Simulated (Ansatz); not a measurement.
## V(100) with 4 thermally displaced layers, 2x2: scattering by thermal displacements

How much do lattice vibrations at 800 K scatter the electrons of V? Layers with random displacements are laid between perfect leads, and the resistance is followed against their length.

Method: Ansatz plane-wave DFT, PBE, PAW files; ballistic transport by layer matching (Landauer), zero bias; PAW set soft_1, in Ansatz 0.2.0.

### 1. The structure

The cell holds 56 atoms: 56 V. Cell: a = 6.052 Å, b = 6.052 Å, c = 21.182 Å, α = 90.0°, β = 90.0°, γ = 90.0°. It derives from V. Regions: lead, 40 atoms (40 V); scattering region, 16 atoms (16 V). The structure is stacked along c, and the current runs across the ab planes.

### 2. With 4 displaced layers

Each atom of 4 layers is moved at random, by amounts drawn from a normal law 0.1262 Å wide in each direction from the Debye model (380 K) at 800 K. The layers about the cell's end stay perfect and serve as the lead. Disorder leaves little or no symmetry, which makes such runs dear. Energies from -0.05 to 0.05 eV in steps of 0.05 eV are too few for the program's thermal sum, so it prints no conductance; for a metal the transmission near the Fermi level serves, at a fraction of the cost.

File input.yaml:

```yaml
crystal:
  lattice:
    - [6.052, 0.0, 0.0]
    - [0.0, 6.052, 0.0]
    - [0.0, 0.0, 21.182]
  atoms:
    - { symbol: V, position: [0.0, 0.0, 0.0357142857] }
    - { symbol: V, position: [0.0, 0.5, 0.0357142857] }
    - { symbol: V, position: [0.5, 0.0, 0.0357142857] }
    - { symbol: V, position: [0.5, 0.5, 0.0357142857] }
    - { symbol: V, position: [0.25, 0.25, 0.1071428571] }
    - { symbol: V, position: [0.25, 0.75, 0.1071428571] }
    - { symbol: V, position: [0.75, 0.25, 0.1071428571] }
    - { symbol: V, position: [0.75, 0.75, 0.1071428571] }
    - { symbol: V, position: [0.0, 0.0, 0.1785714286] }
    - { symbol: V, position: [0.0, 0.5, 0.1785714286] }
    - { symbol: V, position: [0.5, 0.0, 0.1785714286] }
    - { symbol: V, position: [0.5, 0.5, 0.1785714286] }
    - { symbol: V, position: [0.25, 0.25, 0.25] }
    - { symbol: V, position: [0.25, 0.75, 0.25] }
    - { symbol: V, position: [0.75, 0.25, 0.25] }
    - { symbol: V, position: [0.75, 0.75, 0.25] }
    - { symbol: V, position: [0.0, 0.0, 0.3214285714] }
    - { symbol: V, position: [0.0, 0.5, 0.3214285714] }
    - { symbol: V, position: [0.5, 0.0, 0.3214285714] }
    - { symbol: V, position: [0.5, 0.5, 0.3214285714] }
    - { symbol: V, position: [0.2526217419, 0.2472453332, 0.3966726204] }
    - { symbol: V, position: [0.2521873901, 0.7388301568, 0.3950114355] }
    - { symbol: V, position: [0.7771911683, 0.269748648, 0.3886644648] }
    - { symbol: V, position: [0.7236132768, 0.7370034047, 0.3931033527] }
    - { symbol: V, position: [0.9515181741, 0.9954377295, 0.4568628893] }
    - { symbol: V, position: [0.9847306716, 0.4886510452, 0.4624012773] }
    - { symbol: V, position: [0.5085833703, 0.0217386162, 0.463519937] }
    - { symbol: V, position: [0.5284936633, 0.4861292794, 0.4663799231] }
    - { symbol: V, position: [0.2688392706, 0.2519603559, 0.5312847037] }
    - { symbol: V, position: [0.2307800698, 0.7404554451, 0.537026153] }
    - { symbol: V, position: [0.7289473182, 0.2456382453, 0.534765663] }
    - { symbol: V, position: [0.7612777782, 0.7544760983, 0.5378315072] }
    - { symbol: V, position: [0.9863662859, 0.9972972807, 0.6118135864] }
    - { symbol: V, position: [0.0311412088, 0.4737458116, 0.6161624353] }
    - { symbol: V, position: [0.5280643588, 0.0162920008, 0.6087184175] }
    - { symbol: V, position: [0.4934540431, 0.5304028255, 0.6188215846] }
    - { symbol: V, position: [0.25, 0.25, 0.6785714286] }
    - { symbol: V, position: [0.25, 0.75, 0.6785714286] }
    - { symbol: V, position: [0.75, 0.25, 0.6785714286] }
    - { symbol: V, position: [0.75, 0.75, 0.6785714286] }
    - { symbol: V, position: [0.0, 0.0, 0.75] }
    - { symbol: V, position: [0.0, 0.5, 0.75] }
    - { symbol: V, position: [0.5, 0.0, 0.75] }
    - { symbol: V, position: [0.5, 0.5, 0.75] }
    - { symbol: V, position: [0.25, 0.25, 0.8214285714] }
    - { symbol: V, position: [0.25, 0.75, 0.8214285714] }
    - { symbol: V, position: [0.75, 0.25, 0.8214285714] }
    - { symbol: V, position: [0.75, 0.75, 0.8214285714] }
    - { symbol: V, position: [0.0, 0.0, 0.8928571429] }
    - { symbol: V, position: [0.0, 0.5, 0.8928571429] }
    - { symbol: V, position: [0.5, 0.0, 0.8928571429] }
    - { symbol: V, position: [0.5, 0.5, 0.8928571429] }
    - { symbol: V, position: [0.25, 0.25, 0.9642857143] }
    - { symbol: V, position: [0.25, 0.75, 0.9642857143] }
    - { symbol: V, position: [0.75, 0.25, 0.9642857143] }
    - { symbol: V, position: [0.75, 0.75, 0.9642857143] }
kpoints:
  mp_grid: { grid: [4, 4, 1] }
hamiltonian:
  xc: pbe
  pseudopotentials: { kind: paw, azcp: { folder: soft_1 } }
scf:
  occupations: { method: fermi_dirac, width: 0.1 }
output:
  transmission: { leads: [[0, 4]], kmesh: [8, 8], e_range: [-0.05, 0.05], de: 0.05 }
  write_potential: true
  write_density: true
  volumetric_format: npy
  elf: true
```

On the command line:

```sh
> ansatz run input.yaml --threads 4 --pin off --max-ram 15360MiB --backend cpu --events-out ev --progress --plain --runs-dir out
```

Numbers of over 12 decimals in the logs are rounded to 6 here.

Log:

```text
Engine: ansatz 0.2.0, x86_64-unknown-linux-gnu
Pseudopotentials: kind: paw
Pseudopotential: V, paw, valence charge 13, recommended cutoff 420 eV (normal), soft_1/V.paw.azcp
Functional definition: PBE
  parameter kappa = 0.804
  parameter beta = 0.066725
  exchange = pbe_x(kappa = kappa, mu = beta*pi^2/3)
  correlation = pbe_c(beta = beta)
Crystal: 56 atoms, lattice volume = 775.827 Å³
Basis set: ecut = 420 eV, 15155 PW (Γ)
Bands: 437, of which v1, the nominal top of the filled ones, is band 364 counted from 1 (363 counted from 0)
Symmetry: 1 space group operations
Space group: P1 (ITA 1), of the structure as read, at distance tolerance 9.2e-5 Å
k-points: 10 of 16 (time reversal used)
Non-local potential: V, projectors of the file, l = 0: 3, l = 1: 2, l = 2: 3, l = 3: 1
PAW form: soft (Blöchl's): semilocal exchange-correlation on the pseudo side does not see the compensation charge
PAW one-centre angular grid: V, 590 points (default); XC on 64 Gauss nodes
Initial density: superposition of atomic densities (chi_scale 0.1, normalization cell)
Initial wavefunctions: pseudopotential atomic-orbital guess
Functional: x = pbe(κ = 0.804, μ = 0.219515), c = pbe(β = 0.066725)
SCF iter   1: F=—  HF=-163110.259845 eV  |F-HF|=—  |Δ(HF+E_count)|=         —  Δρ=8.80e-2  dr2=1.06e2  ethr=3.10e-3  ⟨swp⟩=6.0  Hψ=15752  notcnv=0
preconditioner: auto → Kerker (q_TF=auto, 2.700 Å⁻¹)  [metal: Δε(μ)=0.002 eV  Ē_g=3.251 eV  σ=0.100 eV  W_gap=0.00  n_scr=262 (ndim 8)  ℏωp=22.3 eV  f_vac=0.000  D(μ)=85.05/eV (n_scr^D=1186)]
SCF iter   2: F=—  HF=-163095.574135 eV  |F-HF|=—  |Δ(HF+E_count)|=    1.47e1  Δρ=3.19e-2  dr2=1.43e1  ethr=3.10e-3  ⟨swp⟩=4.0  Hψ=9654  notcnv=0
SCF iter   3: F=—  HF=-163094.369214 eV  |F-HF|=—  |Δ(HF+E_count)|=    1.20e0  Δρ=1.16e-2  dr2=1.39e0  ethr=1.97e-3  ⟨swp⟩=3.4  Hψ=6447  notcnv=0
SCF iter   4: F=—  HF=-163094.402052 eV  |F-HF|=—  |Δ(HF+E_count)|=   3.28e-2  Δρ=3.74e-3  dr2=1.27e-1  ethr=1.91e-4  ⟨swp⟩=2.1  Hψ=7038  notcnv=0
SCF iter   5: F=—  HF=-163094.395792 eV  |F-HF|=—  |Δ(HF+E_count)|=   6.26e-3  Δρ=9.95e-4  dr2=2.48e-2  ethr=1.74e-5  ⟨swp⟩=2.0  Hψ=5700  notcnv=0
SCF iter   6: F=—  HF=-163094.395000 eV  |F-HF|=—  |Δ(HF+E_count)|=   7.92e-4  Δρ=1.82e-4  dr2=4.70e-4  ethr=3.40e-6  ⟨swp⟩=1.0  Hψ=4370  notcnv=0
SCF iter   7: F=—  HF=-163094.395014 eV  |F-HF|=—  |Δ(HF+E_count)|=   1.38e-5  Δρ=1.08e-4  dr2=1.43e-4  ethr=6.45e-8  ⟨swp⟩=2.0  Hψ=5845  notcnv=0
SCF iter   8: F=—  HF=-163094.394983 eV  |F-HF|=—  |Δ(HF+E_count)|=   3.13e-5  Δρ=4.56e-5  dr2=2.74e-5  ethr=1.96e-8  ⟨swp⟩=2.0  Hψ=4850  notcnv=0
SCF iter   9: F=—  HF=-163094.395166 eV  |F-HF|=—  |Δ(HF+E_count)|=   1.83e-4  Δρ=7.01e-6  dr2=5.73e-7  ethr=3.77e-9  ⟨swp⟩=2.0  Hψ=5326  notcnv=0
SCF iter  10: F=-163094.395166 eV  HF=-163094.395166 eV  |F-HF|=8.54e-8  |Δ(HF+E_count)|=   7.38e-8  Δρ=3.06e-6  dr2=9.91e-8  ethr=1.37e-11  ⟨swp⟩=11.0  Hψ=12301  notcnv=0
SCF 1 converged in 10 iterations: F = -163094.395166 eV  dr2 = 9.91e-8
  greatest PAW one-centre occupation: 1.000 electrons in one spin orbital (limit 2), on the V atom at site 43 (counted from 0), in its partial waves of l = 0
transmission: 96 of 918 steps passed
transmission: 186 of 918 steps passed
[...]
transmission: 918 of 918 steps passed
SCF converged after 10 iterations
Free energy (F): -163094.395166 eV
Harris-Foulkes:  -163094.395166 eV  (|F-HF|=8.54e-8)
Internal energy: -163091.208792 eV  (E = F + TS)
E sigma→0 (E₀):  -163092.801979 eV
Entropy (-TS):   -3.186374 eV (-56.900 meV/atom)
Fermi energy:    16.074017 eV
--- Per-component energies (eV) ---
  E_band       = -8458.938906
  E_kinetic    = 16531.288816
  E_local      = -56480.635605  (includes V_loc(G=0)·N_el)
  E_nonlocal   = 4559.163722
  E_hartree    = 23466.959566
  E_xc         = -6437.729847
  E_vxc        = -8143.920913  (∫ρ·V_xc dr)
  E_paw        = -63011.162254  (= ΣΔE_a)
  E_vpaw       = -11858.769294  (= ΣTr[D̂ρ^β])
  E_aug_tail   = 0.056397  (compensation charges beyond the density's cutoff)
  E_ewald      = -81719.149586
  E_smearing   = -3.186374  (= −TS)
  E_closure    = 0.000000  (closes the sum)
  Σ components = -163094.395166   (vs F -163094.395166, Δ=0.00e0)
--- Band table (eV; the first three rows and the last of 10) ---
  k-point 0: bands = [... 360 lower, 16.4445, 16.4484, 16.4554, 16.4584, 16.4866, 16.5019, 16.5333, 16.5763, ... 69 higher]
  k-point 1: bands = [... 360 lower, 16.2618, 16.2788, 16.3028, 16.3207, 16.3309, 16.3418, 16.3639, 16.3712, ... 69 higher]
  k-point 2: bands = [... 360 lower, 15.9590, 15.9741, 15.9822, 15.9909, 15.9980, 16.0024, 16.0142, 16.0263, ... 69 higher]
  k-point 9: bands = [... 360 lower, 15.5971, 15.6063, 15.6110, 15.6283, 15.6442, 15.6554, 15.6674, 15.6723, ... 69 higher]
--- Transmission ---
  basis      : 325 plane waves across, 27 finite elements along
  points     : 34, standing for a mesh of 8 x 8
  energies   : 3 from -0.050000 to 0.050000 eV about the Fermi level, 0.050000 eV apart; the leads are filled to 0.000000 eV, and channels, transmission and decay are at 0.000000 eV
  crystal 0  : V4, at the sites [0, 4], period 1.5130 Å, over 15.13 Å; its Hamiltonian steps by up to 3.3 meV
    offset         : up to 0.0000 Å between an atom of the period and one for which it stands
    channels       : 1.004688e1 a spin
    conductance    : none, the energies end too early or step too widely for 300 K: set another output.transmission.e_range or a lower de, or, where they end at an eighth of basis.ecutwfc, a higher one
  junction   : crystal 0 to crystal 0, 0.70 to 20.37 Å
    transmission   : 5.564262e0 a spin
    conductance    : none, the energies end too early or step too widely for 300 K: set another output.transmission.e_range or a lower de, or, where they end at an eighth of basis.ecutwfc, a higher one
```

Wall time 7.7 min (4 threads of AMD EPYC 9R14 (Zen 4), shared host); peak memory 6.8 GiB.

In the SCF lines HF is the Harris–Foulkes energy and dr2 the Hartree energy of the density residual, in eV; the loop may stop once dr2 is under the threshold and the program's other checks hold. Hψ counts applications of the Hamiltonian.

This run has no spin polarisation, although V can carry a moment.

This step gave:

| Property | Result |
| --- | --- |
| free energy | -163094.3952 eV |
| energy at zero smearing | -163092.8020 eV |
| Fermi energy | 16.07 eV |
| cell area | 36.63 Å² |
| transmission per spin nearest the Fermi level | 5.564 |
| open channels per spin nearest the Fermi level | 10.05 |
| step of the lead's potential | 3.3 meV |

Per spin. Transmission, zone mean against energy, zero at the Fermi level:

```csv
energy (eV),"transmission, zone mean"
-0.0500,5.65
0.0000,5.56
0.0500,5.24
```

Per spin. The open channels, zone mean, lead by energy, zero at the Fermi level:

| energy (eV) | open channels, zone mean, lead |
| --- | --- |
| -0.0500 | 10.4 |
| 0.0000 | 10.0 |
| 0.0500 | 9.30 |

Transmission over k1 and k2. At 0.0000 eV from the Fermi level.

Ten even steps from '0' (1.43) to '9' (9.05):
```
21466620
03689862
16789886
56999996
16889876
02689863
20266641
12014102
```
Columns: k1 (b1) from -0.5 to 0.375; rows upwards: k2 (b2) from -0.5 to 0.375.

Open channels over k1 and k2. At 0.0000 eV from the Fermi level.

Values, 8 rows by 8 columns:
```
 6.0  4.0  9.0 12.0 12.0 12.0  9.0  4.0
 6.0  9.0 12.0 14.0 14.0 14.0 12.0  9.0
 6.0 12.0 14.0 11.0 11.0 11.0 14.0 12.0
10.0 12.0 14.0 11.0 11.0 11.0 14.0 12.0
 6.0 12.0 14.0 11.0 11.0 11.0 14.0 12.0
 6.0  9.0 12.0 14.0 14.0 14.0 12.0  9.0
 6.0  4.0  9.0 12.0 12.0 12.0  9.0  4.0
 4.0  6.0  6.0  6.0 10.0  6.0  6.0  6.0
```
Columns: k1 (b1) from -0.5 to 0.375; rows upwards: k2 (b2) from -0.5 to 0.375.

ELF in the ca plane at fractional y = 0.000, with atoms of V within 0.2 Å of it. It is the smooth field of the valence electrons, not physical close to the nuclei.

Values, 9 rows by 16 columns, each cell a mean:
```
0.31 0.58 0.31 0.31 0.58 0.31 0.37 0.65 0.31 0.30 0.62 0.32 0.32 0.58 0.32 0.31
0.42 0.25 0.43 0.42 0.24 0.44 0.33 0.31 0.41 0.41 0.26 0.43 0.40 0.25 0.44 0.41
0.45 0.29 0.46 0.46 0.28 0.44 0.46 0.27 0.49 0.43 0.27 0.46 0.44 0.29 0.46 0.44
0.32 0.48 0.33 0.32 0.48 0.29 0.30 0.51 0.34 0.32 0.59 0.33 0.32 0.48 0.33 0.31
0.31 0.69 0.30 0.32 0.69 0.30 0.32 0.68 0.30 0.30 0.66 0.30 0.32 0.69 0.30 0.32
0.34 0.33 0.35 0.35 0.33 0.36 0.34 0.28 0.36 0.34 0.23 0.37 0.32 0.33 0.36 0.33
0.48 0.36 0.47 0.49 0.35 0.49 0.45 0.41 0.45 0.47 0.42 0.47 0.46 0.37 0.48 0.48
0.37 0.25 0.38 0.37 0.25 0.39 0.38 0.25 0.40 0.34 0.22 0.39 0.36 0.25 0.39 0.35
0.31 0.67 0.30 0.32 0.66 0.31 0.32 0.49 0.30 0.28 0.64 0.32 0.33 0.66 0.30 0.32
```
Columns run along c (16.0 Å, from fractional 0.12 to 0.88 of the cell), rows up along a (6.1 Å). Atoms in or near the plane, at fractional coordinates: V at (0.18, 0.00), V at (0.18, 0.50), V at (0.32, 0.00), V at (0.32, 0.50), V at (0.46, 0.95), V at (0.46, 0.51), V at (0.61, 0.99), V at (0.61, 0.53), V at (0.75, 0.00), V at (0.75, 0.50).

Electrostatic potential energy in the ca plane at fractional y = 0.000, with atoms of V within 0.2 Å of it. With pseudopotentials it is smooth inside the atoms' cores, unlike the true potential.

Ten even steps from '0' (-25 eV) to '9' (18 eV), each cell a mean:
```
96100069972000599600005999600006996000169971
98511489996213799710016999830038998411589985
99887899999878999863358999986689999877899999
99999999999999999998899999999999999999999999
99999999999999999998899999987899999999999999
99744799997546899985358999842259999744799997
97200279983001699840005999500017997200279983
96000059971000489820003899400017995000069971
96100069972000599830004899610038996100179971
98521489996213799973247999864579998412589985
99877899999878999998889999999999999877899999
99999999999999999999999999999999999999999999
99999999999999999999999999999999999999999999
99754799998546899998899999986689999745799997
97200279983001699963368999730038997200279983
96000059971000489710016999500006995000069960
```
Columns run along c (16.0 Å, from fractional 0.12 to 0.88 of the cell; values clipped at the 3rd and 97th percentile), rows up along a (6.1 Å). Atoms in or near the plane, at fractional coordinates: V at (0.18, 0.00), V at (0.18, 0.50), V at (0.32, 0.00), V at (0.32, 0.50), V at (0.46, 0.95), V at (0.46, 0.51), V at (0.61, 0.99), V at (0.61, 0.53), V at (0.75, 0.00), V at (0.75, 0.50).

Valence density in the ca plane at fractional y = 0.000, with atoms of V within 0.2 Å of it. It is the smooth field of the valence electrons, not physical close to the nuclei.

Ten even steps from '0' (0 e/Å³) to '9' (15 e/Å³), each cell a mean:
```
00266200001573000029930000027720000266100001
00011000000110000015510000002200000011000000
00000000000000000000000000000000000000000000
00000000000000000000000000000000000000000000
00000000000000000000000000000000000000000000
00000000000000000000000000001100000000000000
00133100000341000003420000026510000133100000
00288300001794000016950000038720000388200002
00266200001573000003630000014300000266100001
00011000000110000000100000000000000011000000
00000000000000000000000000000000000000000000
00000000000000000000000000000000000000000000
00000000000000000000000000000000000000000000
00000000000000000000000000000000000000000000
00133100000341000000000000002200000133100000
00289300001794000014510000028820000398200002
```
Columns run along c (16.0 Å, from fractional 0.12 to 0.88 of the cell), rows up along a (6.1 Å). Atoms in or near the plane, at fractional coordinates: V at (0.18, 0.00), V at (0.18, 0.50), V at (0.32, 0.00), V at (0.32, 0.50), V at (0.46, 0.95), V at (0.46, 0.51), V at (0.61, 0.99), V at (0.61, 0.53), V at (0.75, 0.00), V at (0.75, 0.50).

Over the solved energies the transmission per spin lies between 5.24 and 5.65, out of 9.91 channels of the lead on average (up to 10.4).

(Continued in part 2 of 2.)

[Logs are printed without paths, hosts, clocks, repeated set-up lines and the standing remarks that a program may print on its own settings, such as how far it seeks lower states.]

[Hosts, paths, dates, database ids (printed as entryN), source tags and the programs' standing remarks are cut or masked in the printed files.]
